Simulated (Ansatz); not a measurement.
**KBr (Fm-3m):V_Br, thermodynamic levels from a 54-atom cell**

Charge states of V_Br in KBr (Fm-3m), set against the band edges. Model: a cell of 54 host atoms with 1 Br taken out.

Calculated with Ansatz 0.2.0; place-levels on HSE06 runs: charge-transition levels and formation energies with image-charge correction and potential alignment at the atomic sites; PAW set soft_1.

In doubt: a hybrid run on one k-point (in some of the runs), which bears on gaps, levels and energies.

## 1. The starting structure

The cell holds 53 atoms: 27 K and 26 Br. Its edges and angles: a = 13.895 Å, b = 13.895 Å, c = 13.895 Å, α = 60.0°, β = 60.0°, γ = 60.0°. It derives from KBr (space group Fm-3m). Nearest the centre at fractional (0.500, 0.500, 0.500): K46 at 3.27 Å, K50 at 3.27 Å, K34 at 3.27 Å, K28 at 3.27 Å, K44 at 3.27 Å, K32 at 3.27 Å, Br10 at 4.63 Å, Br22 at 4.63 Å.

As a file:

```xyz
53
Lattice="0.0000 9.8249 9.8249 9.8249 0.0000 9.8249 9.8249 9.8249 0.0000" Properties=species:S:1:pos:R:3 pbc="T T T"
K     0.0000    0.0000    0.0000
Br    3.2750    3.2750    3.2750
K     3.2750    3.2750    0.0000
Br    6.5499    6.5499    3.2750
K     6.5499    6.5499    0.0000
Br    9.8249    9.8249    3.2750
K     3.2750    0.0000    3.2750
Br    6.5499    3.2750    6.5499
K     6.5499    3.2750    3.2750
Br    9.8249    6.5499    6.5499
K     9.8249    6.5499    3.2750
Br   13.0999    9.8249    6.5499
K     6.5499    0.0000    6.5499
Br    9.8249    3.2750    9.8249
K     9.8249    3.2750    6.5499
Br   13.0999    6.5499    9.8249
K    13.0999    6.5499    6.5499
Br   16.3748    9.8249    9.8249
K     0.0000    3.2750    3.2750
Br    3.2750    6.5499    6.5499
K     3.2750    6.5499    3.2750
Br    6.5499    9.8249    6.5499
K     6.5499    9.8249    3.2750
Br    9.8249   13.0999    6.5499
K     3.2750    3.2750    6.5499
Br    6.5499    6.5499    9.8249
K     6.5499    6.5499    6.5499
K     9.8249    9.8249    6.5499
Br   13.0999   13.0999    9.8249
K     6.5499    3.2750    9.8249
Br    9.8249    6.5499   13.0999
K     9.8249    6.5499    9.8249
Br   13.0999    9.8249   13.0999
K    13.0999    9.8249    9.8249
Br   16.3748   13.0999   13.0999
K     0.0000    6.5499    6.5499
Br    3.2750    9.8249    9.8249
K     3.2750    9.8249    6.5499
Br    6.5499   13.0999    9.8249
K     6.5499   13.0999    6.5499
Br    9.8249   16.3748    9.8249
K     3.2750    6.5499    9.8249
Br    6.5499    9.8249   13.0999
K     6.5499    9.8249    9.8249
Br    9.8249   13.0999   13.0999
K     9.8249   13.0999    9.8249
Br   13.0999   16.3748   13.0999
K     6.5499    6.5499   13.0999
Br    9.8249    9.8249   16.3748
K     9.8249    9.8249   13.0999
Br   13.0999   13.0999   16.3748
K    13.0999   13.0999   13.0999
Br   16.3748   16.3748   16.3748
```

Screening for the image-charge correction: ε∞ = 2.62, ε0 = 5.31, from a response run on this crystal (DFPT, PBEsol) at that run's own cell.

The cell's shortest repeat is 13.9 Å.

## 2. Charge states

Levels follow from differences of total energies between charge states, each relaxed by itself.

Random displacements of about 0.05 Å break the site symmetry at the start, so that the relaxation can reach a distorted minimum if there is one. Forces are taken at one point at (¼, ¼, ¼). The cell holds 1 electron more than the neutral one, with a uniform background that keeps it neutral on the whole.

One state's input; the others differ in charge, spin, start and seed, and in occupations where the table says so.

Input file qm1.relax/input.yaml:

```yaml
crystal:
  lattice:
    - [0.0, 3.27496591, 3.27496591]
    - [3.27496591, 0.0, 3.27496591]
    - [3.27496591, 3.27496591, 0.0]
  atoms:
    - { symbol: K, position: [0.0, 0.0, 0.0] }
    - { symbol: Br, position: [0.5, 0.5, 0.5] }
  supercell: [3, 3, 3]
  defects: [{ vacancy: 27 }]
total_charge: -1
basis:
  ecutwfc: 420
  xc_grid: 2
hamiltonian:
  xc: pbesol
  pseudopotentials: { kind: paw, azcp: { folder: soft_1 }, xc_functional: pbe }
kpoints:
  mp_grid: { grid: [1, 1, 1], shift: [0.25, 0.25, 0.25] }
scf:
  occupations: { method: fixed }
  max_iter: 100
output:
  forces: true
  charged_corrections:
    epsilon: 2.62
    static_epsilon: 5.31
    defect_position: [0.5, 0.5, 0.5]
relax:
  f_tol: 0.02
  max_steps: 60
  random_displacement: { amplitude: 0.05, seed: 6243 }
checkpoint:
  write: "../qm1.relax.run"
  compress: false
  write_wavefunctions: true
  write_every: 100000
```

Command:

```console
$ ansatz run input.yaml --threads 4 --pin off --max-ram 14131MiB --backend cpu --events-out ev --progress --plain --runs-dir out
```

Exact exchange opens the gap and lessens the self-interaction that spreads bound carriers; this run is a single point that starts from the saved hybrid relaxation.

The run of this state that the levels use, under HSE06:

Input file qm1.hybq/input.yaml:

```yaml
crystal:
  checkpoint: "../qm1.hrelax.run"
  host: checkpoint
total_charge: -1
basis:
  ecutwfc: 420
  xc_grid: 2
hamiltonian:
  xc: hse06
  pseudopotentials: { kind: paw, azcp: { folder: soft_1 } }
kpoints:
  mp_grid: { grid: [1, 1, 1], shift: [0.25, 0.25, 0.25] }
scf:
  occupations: { method: fixed }
  max_iter: 100
output:
  forces: true
  charged_corrections:
    epsilon: 2.62
    static_epsilon: 5.31
    defect_position: [0.5, 0.5, 0.5]
  eigenvalues: true
  eigenstates: { localisation: true }
  populations: true
checkpoint:
  read: "../qm1.hrelax.run"
  write: "../qm1.hybq.run"
  compress: false
  write_wavefunctions: false
  write_every: 100000
```

Relaxations under PBEsol at one point at (¼, ¼, ¼); times on 4 threads of Arm Neoverse V1, shared host:

| charge | moment (μB) | occupations | outcome | steps | largest displacement against the far atoms (Å) | time |
| --- | --- | --- | --- | --- | --- | --- |
| −1 | 0 | fixed | converged | 3 | 0.05 | 78 s |
| 0 | 1 | fixed | converged | 3 | 0.04 | 2.6 min |
| +1 | 0 | fixed | converged | 4 | 0.24 | 90 s |

Relaxations under HSE06 at the zone centre alone; times on 4 threads of Arm Neoverse V1, shared host:

| charge | moment (μB) | occupations | outcome | steps | largest displacement against the far atoms (Å) | time |
| --- | --- | --- | --- | --- | --- | --- |
| −1 | 0 | fixed | converged | 2 | 0.09 | 6.2 min |
| 0 | 1 | fixed | converged | 2 | 0.01 | 12 min |
| +1 | 0 | fixed | converged | 2 | 0.21 | 6.1 min |

Single points under HSE06 at one point at (¼, ¼, ¼); times on 4 threads of Arm Neoverse V1, shared host:

| charge | moment (μB) | occupations | outcome | time |
| --- | --- | --- | --- | --- |
| −1 | 0 | fixed | converged | 12 min |
| 0 | 1 | fixed | converged | 20 min |
| +1 | 0 | fixed | converged | 9 min |

Distances (Å) from the ideal centre to the nearest atoms after relaxation with HSE06:

| charge | moment (μB) | 1. | 2. | 3. | 4. | 5. | 6. |
| --- | --- | --- | --- | --- | --- | --- | --- |
| −1 | 0 | K 3.18 | K 3.19 | K 3.19 | K 3.19 | K 3.19 | K 3.19 |
| 0 | 1 | K 3.27 | K 3.27 | K 3.27 | K 3.28 | K 3.28 | K 3.28 |
| +1 | 0 | K 3.48 | K 3.49 | K 3.49 | K 3.49 | K 3.49 | K 3.49 |

## 3. place-levels, HSE06

A charged cell interacts with its images and the background, and its potential has another zero than the host's. place-levels removes the first by a point-charge model, screened by the static dielectric constant since the ions have relaxed around the charge, and the second by comparing potentials at atoms far from the defect.

The host is a run of the defect-free crystal in the same cutoffs, grids and k-points, so that basis and sampling errors cancel in part in the differences. The host is run in a cell of 2 atoms on a matching mesh. Its band edges are searched through the zone by a band path, so the gap is smaller than, or equal to, that on the mesh. Chemical potentials are energies per atom of Br (solid Br2 (Cmce)), run with the same functional and cutoff.

Input file levels.hybq.yaml:

```yaml
host:
  run: host.hybq.run
states: [qm1.hybq.run, q0_M1.hybq.run, qp1.hybq.run]
geometry_from:
  qm1.hybq.run: qm1.hrelax.run
  q0_M1.hybq.run: q0_M1.hrelax.run
  qp1.hybq.run: qp1.hrelax.run
chemical_potentials:
  Br:
    energy: -2784.908707
    dataset: "<sha256 of the dataset>"
```

Command:

```console
$ ansatz place-levels levels.hybq.yaml -- --threads 4 --pin off --max-ram 14131MiB
```

Numbers of over 12 decimals in the logs are rounded to 6 here.

The program printed:

```text
[... repeated set-up lines and file paths are left out, and long positions are rounded to six places ...]
(+1/0) 4.438 eV above the valence edge, 1.229 eV under the conduction edge
(0/-1) 5.581 eV above the valence edge, 0.086 eV under the conduction edge
formation energy of charge +1: -0.191 eV with the Fermi level at the valence edge
formation energy of charge 0: +4.247 eV with the Fermi level at the valence edge
formation energy of charge -1: +9.828 eV with the Fermi level at the valence edge
  edges by hse06, gap 5.667 eV; the host is sampled to repeats of 13.89 Å
  the defect's cells are sampled to repeats of 13.89 Å, like sampling
  charge +1: -114055.5245 eV with its correction of +0.187 eV, at epsilon 5.31, aligned at sites: -0.1292 eV, mean over 21 atomic sites at or beyond 6.95 Å from the defect at [0.5000, 0.5000, 0.5000], with -0.000000 for the charge's moments and without [...]
  charge 0: +0.000 eV for its dipole among its images, +0.000 omitted
  charge -1: -114044.7514 eV with its correction of +0.401 eV, at epsilon 5.31, aligned at sites: -0.0842 eV, mean over 21 atomic sites at or beyond 6.95 Å from the defect at [0.5000, 0.5000, 0.5000], with +0.000000 for the charge's moments and without [...]
  of the host: (host) hybrid's levels can ripple along a path where its exchange mesh is coarse, and an extremum then takes the crest, of which none of its warnings tells: converge the edges in the exchange mesh (kpoints.mp_grid)
  of states[2] (qp1.hybq.run): how wide its charge is, is not read beside other atoms or cores, and a band state would take no correction. [...]
  of states[1] (q0_M1.hybq.run): its alignment with the host at atomic sites is doubtful: the cell is too small to show whether the defect's potential has decayed: take a larger one; stability_check_not_made; [...]
  of states[0] (qm1.hybq.run): how wide its charge is, is not read beside other atoms or cores, and a band state would take no correction. [...]
```

The job ended after 0.19 s (4 threads of Arm Neoverse V1, shared host).

Levels between the charges placed, in eV above the valence top:

|  | gap (eV) | (+1/0) | (0/−1) |
| --- | --- | --- | --- |
| HSE06 | 5.67 | 4.44 | 5.58 |

Corrections by state:

| charge | moment (μB) | image terms and alignment (eV) | band filling (eV) | ε used | over the lowest of its charge, as the program ranks them, band filling apart (eV) |
| --- | --- | --- | --- | --- | --- |
| +1 | 0.0 | 0.187 | - | 5.31 | 0.000 |
| 0 | 1.0 | 0.000 | - | - | 0.000 |
| −1 | 0.0 | 0.401 | - | 5.31 | 0.000 |

From the program's caveats on the states, each cut to its opening words:

- charge +1, −1: how wide its charge is, is not read beside other atoms or cores, and a band state would take no correction
- charge +1, 0 (1 μB), −1: its alignment with the host at atomic sites is doubtful: the cell is too small to show whether the defect's potential has decayed: take a larger one
- charge 0 (1 μB): flagged: stability check not made

The host's formation energy from the elements is -1.930 eV per atom; it sets how far the chemical potentials can move.

Limit set by the element alone; other compounds of these elements are not counted. Chemical potentials from the elements' reference states: Br 0.00 eV, K -3.86 eV. Formation energies (Br-rich), with the Fermi level at the valence top and at the conduction bottom (gap 5.67 eV):

| charge | at valence top (eV) | at conduction bottom (eV) | correction included (eV) |
| --- | --- | --- | --- |
| +1 | -0.19 | 5.48 | 0.19 |
| 0 | 4.25 | 4.25 | 0.00 |
| −1 | 9.83 | 4.16 | 0.40 |

Fermi level (eV), lowest formation energy (eV) and a bar from the least value:
```
     0.00      -0.19 
     0.51       0.32 ###
     1.03       0.84 #######
     1.54       1.35 ##########
     2.06       1.87 ##############
     2.57       2.38 #################
     3.09       2.90 #####################
     3.61       3.42 ########################
     4.12       3.93 ############################
     4.64       4.25 ##############################
     5.15       4.25 ##############################
     5.67       4.16 #############################
```

Limit set by the element alone; other compounds of these elements are not counted. Chemical potentials from the elements' reference states: K 0.00 eV, Br -3.86 eV. Formation energies (K-rich), with the Fermi level at the valence top and at the conduction bottom (gap 5.67 eV):

| charge | at valence top (eV) | at conduction bottom (eV) | correction included (eV) |
| --- | --- | --- | --- |
| +1 | -4.05 | 1.61 | 0.19 |
| 0 | 0.39 | 0.39 | 0.00 |
| −1 | 5.97 | 0.30 | 0.40 |

Fermi level (eV), lowest formation energy (eV) and a bar from the least value:
```
     0.00      -4.05 
     0.51      -3.54 ###
     1.03      -3.02 #######
     1.54      -2.51 ##########
     2.06      -1.99 ##############
     2.57      -1.48 #################
     3.09      -0.96 #####################
     3.61      -0.44 ########################
     4.12       0.07 ############################
     4.64       0.39 ##############################
     5.15       0.39 ##############################
     5.67       0.30 #############################
```

## 4. Outcome

* gap of the host: 5.67 eV (HSE06)
* level (plus 1/0): 4.44 eV above the valence top
* level (0/minus 1): 5.58 eV above the valence top
* lowest of the charges placed, just above the valence top (0.02 eV): +1
* lowest of the charges placed, just below the conduction bottom (0.02 eV): −1
* lowest formation energy at mid-gap of the charges run, Br-rich: 2.64 eV
* lowest formation energy at mid-gap of the charges run, K-rich: -1.22 eV

In words: Of the charges placed (−1, 0 and +1), the lowest changes at 4.44 eV (+1/0) and 5.58 eV (0/−1) above the valence top, in a gap of 5.67 eV. (0/−1) lies nearer to a band edge than the share of the finite-size correction in it (0.40 eV), and that correction holds for a localised charge alone. (0/−1) lies 0.09 eV from a band edge, less than the doubt on such levels. Charges above +1 and below −1 were not placed, so these runs say nothing of levels that involve them. States placed: +1 at 0 μB; 0 at 1 μB; −1 at 0 μB. Other spin states or structures, where not listed, weren't placed. The program doubts the alignment of potentials for at least one state, a sign that the cell is small. Keep in mind: one k-point off the zone centre stands for the whole zone.

[Logs are printed without paths, hosts, clocks, repeated set-up lines and the standing remarks that a program may print on its own settings, such as how far it seeks lower states.]

[Hosts, paths, dates, database ids (printed as entryN), source tags and the programs' standing remarks are cut or masked in the printed files.]

[Where a table of states has a column of steps, it counts the stored structures, which are thinned; the runs took as many ionic steps or more.]

[A defect's name tells the site on which it was built; relaxed atoms can leave that site.]

[For some hosts the program warned that the k-mesh of the response run may be too coarse for force constants and the static dielectric constant; such warnings are not shown here.]
